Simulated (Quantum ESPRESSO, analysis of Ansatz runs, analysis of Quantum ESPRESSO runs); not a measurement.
# Reproducing a measured charge-transition level: substitutional N in diamond (Quantum ESPRESSO), part 4 of 4

Subject: substitutional N in diamond. Wanted: its charge-transition level, in one set-up (PBE, SSSP 1.3 efficiency PBE, 32-site cell, PBE lattice, k: the single point 1/4 1/4 1/4 then 2x2x2 shifted, started with the impurity moved along one bond, dielectric constants 5.7 and 5.7 (handbook)). The model is a cell of 32 host atoms with 1 C taken out and 1 N put in. The level is the Fermi energy at which two charge states have equal formation energy, after a correction for the images of the charge. Other potentials or another program check that the number doesn't hang on one set of files.

Quantum ESPRESSO 7.5; PBE, SSSP 1.3 efficiency PBE, 32-site cell, PBE lattice, k: the single point 1/4 1/4 1/4 then 2x2x2 shifted, started with the impurity moved along one bond, dielectric constants 5.7 and 5.7 (handbook).

So far: The structure; Relaxation, charge +1; Single point, charge +1; Relaxation, charge 0.

## (5) Single point, charge 0

This step: Quantum ESPRESSO plane-wave DFT, PBE, SSSP 1.3 efficiency PBE potentials; single point of a defect supercell.

File pw.in:

```
&CONTROL
  calculation = 'scf'
  prefix = 'pwscf'
  outdir = './tmp'
  pseudo_dir = './pseudo'
  tprnfor = .true.
  disk_io = 'low'
/
&SYSTEM
  ibrav = 0
  nat = 32
  ntyp = 2
  ecutwfc = 60
  ecutrho = 480
  nbnd = 69
  occupations = 'smearing'
  smearing = 'fd'
  degauss = 0.00073499
  nspin = 2
  starting_magnetization(1) = 0.125
  starting_magnetization(2) = 0.1
  tot_magnetization = 1
  nosym = .true.
/
&ELECTRONS
  conv_thr = 3d-08
  electron_maxstep = 100
  mixing_beta = 0.3
/
ATOMIC_SPECIES
C     12.0110 C.pbe-n-kjpaw_psl.1.0.0.UPF
N     14.0070 N.pbe-n-radius_5.UPF
CELL_PARAMETERS angstrom
  -3.5720337417    3.5720337417    3.5720337417
   3.5720337417   -3.5720337417    3.5720337417
   3.5720337417    3.5720337417   -3.5720337417
ATOMIC_POSITIONS crystal
C     -0.0006158584   -0.0003009830    0.4999241962
C     -0.0054396116    0.2474442550    0.2466591477
[... 4 atom lines left out ...]
C      0.2501238625    0.4981797992    0.7466238460
C      0.2501097748    0.7474065906    0.4973669233
[... 1 atom line left out ...]
C      0.4978763508    0.2504362730    0.7466336083
N      0.4615253468    0.4618697687    0.4610680652
C      0.4978461739    0.7474213862    0.2496615587
[... 1 atom line left out ...]
C      0.7470521298    0.2504045267    0.4973785827
C      0.7471242252    0.4982151558    0.2496721615
C      0.7532106065    0.7535703177    0.0025491396
[... 6 atom lines left out ...]
C      0.2437971042    0.4913084045    0.4905032226
[... 2 atom lines left out ...]
C      0.4909078950    0.2440830526    0.4904654813
C      0.4909571612    0.4912972732    0.2433108496
[... 4 atom lines left out ...]
C      0.7892157933    0.7895478470    0.7887643937
K_POINTS automatic
2 2 2 1 1 1
```

File pp_potential.in:

```
&INPUTPP
  prefix = 'pwscf'
  outdir = './tmp'
  filplot = 'potential.dat'
  plot_num = 11
/
&PLOT
  nfile = 1
  filepp(1) = 'potential.dat'
  iflag = 3
  output_format = 6
  fileout = 'potential.cube'
/
```

On the command line:

```console
> OMP_NUM_THREADS=1 mpirun -n 4 pw.x -nk 2 -in pw.in > pw.out
> OMP_NUM_THREADS=1 mpirun -n 4 pp.x -in pp_potential.in > pp_potential.out
```

Log:

```text
[banner, memory and clock lines left out]
          URL

     file C.pbe-n-kjpaw_psl.1.0.0.UPF: wavefunction(s)  2S 2P renormalized

     bravais-lattice index     =            0
     lattice parameter (alat)  =      11.6916  a.u.
     unit-cell volume          =    1230.2780 (a.u.)^3
     number of atoms/cell      =           32
     number of atomic types    =            2
     number of electrons       =       129.00 (up:  65.00, down:  64.00)
     number of Kohn-Sham states=           69
     kinetic-energy cutoff     =      60.0000  Ry
     charge density cutoff     =     480.0000  Ry
     scf convergence threshold =      3.0E-08
     mixing beta               =       0.3000
     number of iterations used =            8  plain     mixing
     Exchange-correlation= PBE
                           (   1   4   3   4   0   0   0)

     celldm(1)=  11.691630  celldm(2)=   0.000000  celldm(3)=   0.000000
     celldm(4)=   0.000000  celldm(5)=   0.000000  celldm(6)=   0.000000

     crystal axes: (cart. coord. in units of alat)
               a(1) = (  -0.577350   0.577350   0.577350 )
               a(2) = (   0.577350  -0.577350   0.577350 )
               a(3) = (   0.577350   0.577350  -0.577350 )

     reciprocal axes: (cart. coord. in units 2 pi/alat)
               b(1) = ( -0.000000  0.866025  0.866025 )
               b(2) = (  0.866025 -0.000000  0.866025 )
               b(3) = (  0.866025  0.866025  0.000000 )

     PseudoPot. # 1 for C  read from file:
     C.pbe-n-kjpaw_psl.1.0.0.UPF
     Pseudo is Projector augmented-wave + core cor, Zval =  4.0
     Generated using "atomic" code by A. Dal Corso  v.5.1
     Shape of augmentation charge: PSQ
     Using radial grid of 1073 points,  4 beta functions with:
                l(1) =   0
                l(2) =   0
                l(3) =   1
                l(4) =   1
     Q(r) pseudized with 0 coefficients

     PseudoPot. # 2 for N  read from file:
     N.pbe-n-radius_5.UPF
     Pseudo is Ultrasoft + core correction, Zval =  5.0
     Generated using "atomic" code by A. Dal Corso  v.5.1
     Using radial grid of 1085 points,  4 beta functions with:
                l(1) =   0
                l(2) =   0
                l(3) =   1
                l(4) =   1
     Q(r) pseudized with 0 coefficients

     atomic species   valence    mass     pseudopotential
     C                 4.00    12.01100     C ( 1.00)
     N                 5.00    14.00700     N ( 1.00)

     Starting magnetic structure
     atomic species   magnetization
     C               0.125
     N               0.100

     No symmetry found

   Cartesian axes

     site n.     atom                  positions (alat units)
         1        C      tau(   1) = (   0.2888132   0.2884496  -0.2891607  )
         2        C      tau(   2) = (   0.2884113  -0.0035938  -0.0026873  )
         3        C      tau(   3) = (   0.2888267  -0.2900661   0.2893620  )
         4        C      tau(   4) = (   0.8679203   0.0012977   0.0021862  )
         5        C      tau(   5) = (  -0.0032472   0.2880481  -0.0027474  )
         6        C      tau(   6) = (  -0.0032218  -0.0036253   0.2889654  )
         7        C      tau(   7) = (   0.5742786   0.2878483   0.0009698  )
         8        C      tau(   8) = (   0.5742694   0.0000405   0.2887614  )
         9        C      tau(   9) = (  -0.2897013   0.2884372   0.2893680  )
        10        C      tau(  10) = (   0.2882095   0.5739287   0.0009694  )
        11        N      tau(  11) = (   0.2663966   0.2659989   0.2669246  )
[...]
28        C      tau(  28) = (   0.1423510  -0.1446833   0.7219487  )
        29        C      tau(  29) = (  -0.1442966   0.7210474   0.1428517  )
        30        C      tau(  30) = (  -0.1453593   0.4310448   0.4319689  )
        31        C      tau(  31) = (  -0.1442657   0.1419655   0.7219807  )
        32        C      tau(  32) = (   0.4555850   0.4552016   0.4561063  )

     number of k points=     4  Fermi-Dirac smearing, width (Ry)=  0.0007
                       cart. coord. in units 2pi/alat
        k(    1) = (   0.4330127   0.4330127   0.4330127), wk =   0.2500000
        k(    2) = (   0.0000000   0.0000000   0.4330127), wk =   0.2500000
        k(    3) = (   0.0000000   0.4330127   0.0000000), wk =   0.2500000
        k(    4) = (  -0.4330127   0.0000000   0.0000000), wk =   0.2500000

     Dense  grid:   218679 G-vectors     FFT dimensions: (  81,  81,  81)

     Smooth grid:    77413 G-vectors     FFT dimensions: (  60,  60,  60)

     Check: negative core charge=   -0.000003
     Generating pointlists ...
     new r_m :   0.0986 (alat units)  1.1525 (a.u.) for type    1
     new r_m :   0.0986 (alat units)  1.1525 (a.u.) for type    2

     Initial potential from superposition of free atoms

     starting charge     128.9987, renormalised to     129.0000
     Starting wfcs are  128 randomized atomic wfcs
     Checking if some PAW data can be deallocated...

     Self-consistent Calculation

     iteration #  1     ecut=    60.00 Ry     beta= 0.30
     Davidson diagonalization with overlap
     ethr =  1.00E-02,  avg # of iterations =  2.2

     total energy              =    -591.45030182 Ry
     estimated scf accuracy    <       1.90593568 Ry

[...]
total energy              =    -591.34977601 Ry
     estimated scf accuracy    <       0.00000151 Ry

     total magnetization       =     1.00 Bohr mag/cell
     absolute magnetization    =     1.10 Bohr mag/cell

     iteration # 11     ecut=    60.00 Ry     beta= 0.30
     Davidson diagonalization with overlap
     ethr =  1.17E-09,  avg # of iterations =  3.2

     total energy              =    -591.34977647 Ry
     estimated scf accuracy    <       0.00000016 Ry

     total magnetization       =     1.00 Bohr mag/cell
     absolute magnetization    =     1.10 Bohr mag/cell

     iteration # 12     ecut=    60.00 Ry     beta= 0.30
     Davidson diagonalization with overlap
     ethr =  1.26E-10,  avg # of iterations =  4.1

     total energy              =    -591.34977660 Ry
     estimated scf accuracy    <       0.00000005 Ry

     total magnetization       =     1.00 Bohr mag/cell
     absolute magnetization    =     1.10 Bohr mag/cell

     iteration # 13     ecut=    60.00 Ry     beta= 0.30
     Davidson diagonalization with overlap
     ethr =  3.89E-11,  avg # of iterations =  3.1

     Magnetic moment per site  (integrated on atomic sphere of radius R)
     atom   1 (R=0.099)  charge=  1.8259  magn=  0.0067
     atom   2 (R=0.099)  charge=  1.8317  magn=  0.0024
     atom   3 (R=0.099)  charge=  1.8260  magn=  0.0067
     atom   4 (R=0.099)  charge=  1.8387  magn= -0.0084
     atom   5 (R=0.099)  charge=  1.8317  magn=  0.0024
     atom   6 (R=0.099)  charge=  1.8317  magn=  0.0024
     atom   7 (R=0.099)  charge=  1.8089  magn=  0.0012
     atom   8 (R=0.099)  charge=  1.8090  magn=  0.0012
     atom   9 (R=0.099)  charge=  1.8258  magn=  0.0067
     atom  10 (R=0.099)  charge=  1.8089  magn=  0.0012
[...]
atom  28 (R=0.099)  charge=  1.8076  magn=  0.0046
     atom  29 (R=0.099)  charge=  1.8077  magn=  0.0046
     atom  30 (R=0.099)  charge=  1.8306  magn=  0.0049
     atom  31 (R=0.099)  charge=  1.8076  magn=  0.0046
     atom  32 (R=0.099)  charge=  1.8473  magn=  0.2751

     End of self-consistent calculation

 ------ SPIN UP ------------

          k = 0.4330 0.4330 0.4330 (  9700 PWs)   bands (ev):

    -7.7298  -6.5134  -6.5126  -6.4706  -4.1249  -2.5587  -2.5586  -2.3140
    -2.2926  -2.2916  -2.1996  -2.1991  -2.1096  -2.0894  -2.0887  -1.8136
     1.4786   1.9918   1.9920   2.3097   2.3662   2.3667   2.4602   2.4826
     2.4830   2.5425   2.5428   2.9097   5.5525   5.5526   5.9151   6.2577
     6.3303   6.3304   6.4778   6.4782   6.4889   6.5019   6.6387   6.6659
     6.6663   6.7207   6.7212   7.0761   7.8505   7.8508   8.2207   8.2210
     8.2974   8.3253   8.3256   8.3839   8.4662   8.4670   8.4994   8.7589
    11.0273  11.0278  11.3942  11.3945  11.5047  11.5055  11.5541  11.9667
    15.6410  18.4417  19.0142  19.0143  19.2358

          k = 0.0000 0.0000 0.4330 (  9621 PWs)   bands (ev):

    -8.1008  -6.5085  -5.4756  -5.4067  -5.3109  -4.0574  -3.3902  -3.3518
    -3.3220  -3.0707  -1.8346  -1.3647  -1.2845  -1.2322   0.2116   0.5419
[...]
15.6899  17.4897  18.5828  19.2826  19.5401

          k = 0.0000 0.4330 0.0000 (  9621 PWs)   bands (ev):

[...]
15.6899  17.4898  18.5827  19.2827  19.5403

          k =-0.4330 0.0000 0.0000 (  9621 PWs)   bands (ev):

[...]
15.6899  17.4895  18.5827  19.2830  19.5401

 ------ SPIN DOWN ----------

          k = 0.4330 0.4330 0.4330 (  9700 PWs)   bands (ev):

[...]
16.7800  18.5255  19.0372  19.0373  19.2524

          k = 0.0000 0.0000 0.4330 (  9621 PWs)   bands (ev):

[...]
16.6635  17.6679  18.6843  19.3525  19.5664

          k = 0.0000 0.4330 0.0000 (  9621 PWs)   bands (ev):

[...]
16.6636  17.6680  18.6841  19.3525  19.5666

          k =-0.4330 0.0000 0.0000 (  9621 PWs)   bands (ev):

[...]
2.8799   3.0126   4.1464   4.2108   4.3477   4.4346   4.6605   5.6112
     5.6588   5.9480   6.0243   6.3225   6.4771   6.7471   6.8928   7.2356
     7.3536   7.5196   7.5886   7.6041   7.6903   7.7804   7.7867   7.8858
     8.1511   8.4725   8.6025   8.6296   8.9613   9.8833  10.0069  10.1990
    10.2636  10.3338  10.4105  10.5224  10.8316  11.4264  11.5969  12.1789
    16.6635  17.6677  18.6841  19.3529  19.5664

     the spin up/dw Fermi energies are    16.1832   12.6997 ev

!    total energy              =    -591.34977663 Ry
     estimated scf accuracy    <       0.00000001 Ry
     smearing contrib. (-TS)   =       0.00000000 Ry
     internal energy E=F+TS    =    -591.34977663 Ry

     The total energy is F=E-TS. E is the sum of the following terms:
     one-electron contribution =     130.89794857 Ry
     hartree contribution      =      33.83051016 Ry
     xc contribution           =    -150.77279884 Ry
     ewald contribution        =    -414.25422143 Ry
     one-center paw contrib.   =    -191.05121509 Ry

     total magnetization       =     1.00 Bohr mag/cell
     absolute magnetization    =     1.10 Bohr mag/cell

     convergence has been achieved in  13 iterations

     Forces acting on atoms (cartesian axes, Ry/au):

     atom    1 type  1   force =    -0.00020345   -0.00032160   -0.00182292
     atom    2 type  1   force =    -0.00033913   -0.00139765   -0.00137814
     atom    3 type  1   force =    -0.00028605   -0.00188496   -0.00033892
     atom    4 type  1   force =    -0.00224699   -0.00052277   -0.00040148
     atom    5 type  1   force =    -0.00118539   -0.00061995   -0.00097014
     atom    6 type  1   force =    -0.00140339   -0.00116465   -0.00057176
     atom    7 type  1   force =     0.00009084    0.00090906   -0.00049870
     atom    8 type  1   force =     0.00011795   -0.00026768    0.00092937
     atom    9 type  1   force =    -0.00173879   -0.00034324   -0.00041493
     atom   10 type  1   force =     0.00108564   -0.00013854   -0.00045947
[...]
atom   28 type  1   force =     0.00000326   -0.00058225    0.00023025
     atom   29 type  1   force =    -0.00063299    0.00016527    0.00024535
     atom   30 type  1   force =     0.00186426    0.00049719    0.00039804
     atom   31 type  1   force =    -0.00087117    0.00000230    0.00001239
     atom   32 type  1   force =    -0.00636434   -0.00635190   -0.00615674

     Total force =     0.019951     Total SCF correction =     0.000262
```

The job ended after 67 s (4 MPI ranks of Arm Neoverse V2, shared host; peak memory 0.81 GiB; 4.4 min of CPU time).

Numbers from this step:

```
total moment                          : 1.0000 μB
integral of the absolute spin density : 1.100 μB
```

## (6) Charge-transition levels

Analysis of the runs above: levels from Quantum ESPRESSO plane-wave DFT, PBE, SSSP 1.3 efficiency PBE potentials energies with an image-charge correction aligned at atomic sites (own code after Kumagai and Oba).

It gives:

- gap: 4.138 eV

## (7) Results

- static dielectric constant used: 5.7
- band gap of the host: 4.14 eV
- (plus 1/0) level below the conduction-band bottom: 1.36 eV

(+1/0) level below the conduction-band bottom: computed 1.36 eV, measured 1.7 eV; 0.34 eV shallower than the measurement. The level is counted in a gap of 4.14 eV, and the correction is screened by a dielectric constant of 5.7 from a handbook. Levels hang on the band edges, which semilocal functionals place too close together. Limits: the periodic copies of the defect are only 6.2 Å apart.

[Logs are printed without paths, hosts, clocks, repeated set-up lines and the standing remarks that a program may print on its own settings, such as how far it seeks lower states.]

[Hosts, paths, dates, database ids (printed as entryN), source tags and the programs' standing remarks are cut or masked in the printed files.]

[For some hosts the program warned that the k-mesh of the response run may be too coarse for force constants and the static dielectric constant; such warnings are not shown here.]
